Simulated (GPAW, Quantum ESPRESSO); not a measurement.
Consider Zn (Zinc, P6_3/mmc).

```xyz
2
Lattice="2.6700 0.0000 0.0000 -1.3350 2.3123 0.0000 0.0000 0.0000 4.9660" Properties=species:S:1:pos:R:3 pbc="T T T"
Zn    1.3350    0.7708    3.7245
Zn    0.0000    1.5415    1.2415
```

Absorber: atom 1, with 6 Zn at 2.67 Å and 6 Zn at 2.92 Å (anticuboctahedral, as in hcp, site symmetry -6m2). Method: Quantum ESPRESSO XSpectra, PBE, excited-electron core hole (neutral cell), 14-atom cell with 5.6 Å between holes, 5×5×4 k points, dipole transitions, Lorentzian half width 0.83 eV.

The database entry behind the starting cell differs from later determinations by our own check (about 0.3 % long), so it need not match the best structure at ambient conditions.

Question: Where do the maxima of the Zn K edge fall?

Main maxima up to 30 eV above the zero (height): 9.4 eV (1.40), 14.4 eV (0.99) and 17.5 eV (1.07). A K edge sees empty p states on the absorber. The total-energy difference is 9696.31 eV. One term is added: -30.96 eV, since the hole is spin-paired here and a spin-polarised one costs that much less in the free atom (computed apart). The photon energy is then 9665.35 eV. The tabulated edge of the element is 9659 eV. The functional leaves an error of a few eV in such absolute values.

The Zn K spectrum (energy from the energy zero of the input (xe0, at the border of filled and empty states); intensity scaled to a mean of 1 over the first 20 eV; the points at xe0, where the cut of filled states can leave a spike, are interpolated; polarised curves are means over the symmetry-equivalent atoms):

```
E (eV)  isotropic  ε ⊥ c  ε ∥ c
  -2.0       0.10   0.09   0.12
  -1.4       0.13   0.12   0.16
  -0.8       0.19   0.17   0.23
  -0.2       0.30   0.27   0.38
   0.4       0.44   0.38   0.55
   1.0       0.55   0.49   0.67
   1.6       0.65   0.58   0.78
   2.2       0.74   0.66   0.90
   2.8       0.82   0.74   0.98
   3.4       0.86   0.80   0.99
   4.0       0.85   0.80   0.95
   4.6       0.87   0.83   0.96
   5.2       0.94   0.90   1.02
   5.8       1.04   1.00   1.12
   6.4       1.11   1.05   1.23
   7.0       1.14   1.08   1.26
   7.6       1.18   1.14   1.26
   8.2       1.25   1.22   1.31
   8.8       1.34   1.29   1.43
   9.4       1.40   1.36   1.48
  10.0       1.35   1.34   1.37
  10.6       1.26   1.28   1.22
  11.2       1.15   1.20   1.05
  11.8       1.06   1.13   0.92
  12.4       1.00   1.07   0.85
  13.0       0.97   1.04   0.83
  13.6       0.98   1.04   0.84
  14.2       0.99   1.07   0.83
  14.8       0.98   1.07   0.82
  15.4       0.97   1.03   0.84
  16.0       0.98   1.03   0.88
  16.6       1.01   1.06   0.91
  17.2       1.06   1.12   0.93
  17.8       1.07   1.14   0.92
  18.4       1.05   1.11   0.92
  19.0       1.00   1.04   0.91
  19.6       0.91   0.94   0.86
  20.2       0.85   0.85   0.85
  20.8       0.83   0.81   0.87
  21.4       0.85   0.83   0.89
  22.0       0.87   0.84   0.93
  22.6       0.89   0.86   0.95
  23.2       0.88   0.86   0.94
  23.8       0.88   0.85   0.93
  24.4       0.89   0.86   0.93
  25.0       0.91   0.88   0.96
  25.6       0.92   0.89   0.98
  26.2       0.93   0.91   0.97
  26.8       0.94   0.92   0.97
  27.4       0.96   0.94   1.00
  28.0       0.99   0.96   1.06
  28.6       1.02   0.97   1.11
  29.2       1.03   0.98   1.12
  29.8       1.03   0.99   1.12
  30.4       1.06   1.02   1.14
  31.0       1.10   1.05   1.19
  31.6       1.13   1.07   1.26
```

XSpectra leaves a spike where filled states are cut (about half a line width round xe0); it is interpolated away in tables and plots. The holes are only 5.6 Å apart, so the shape is probably not converged with cell size; no larger cell was run here. Lifetime broadening is put in by hand, and intensities beyond about 20 eV depend on it and on the partial waves. The structure is a published determination, not relaxed.

[Banner, clock and machine lines of the logs are left out without a mark of their own.]

[Logs are printed without paths, hosts, clocks, repeated set-up lines and the standing remarks that a program may print on its own settings, such as how far it seeks lower states.]

[Hosts, paths, dates, database ids (printed as entryN), source tags and the programs' standing remarks are cut or masked in the printed files.]

[Lists of maxima count a maximum above −3 eV only where it reaches 4 % of the highest in the window and stands out from its surroundings by 2 % of it (1.5 % where it reaches 55 %); shoulders and weaker maxima are passed over, and of the rest the first, up to two pre-edge ones and the few strongest are named.]
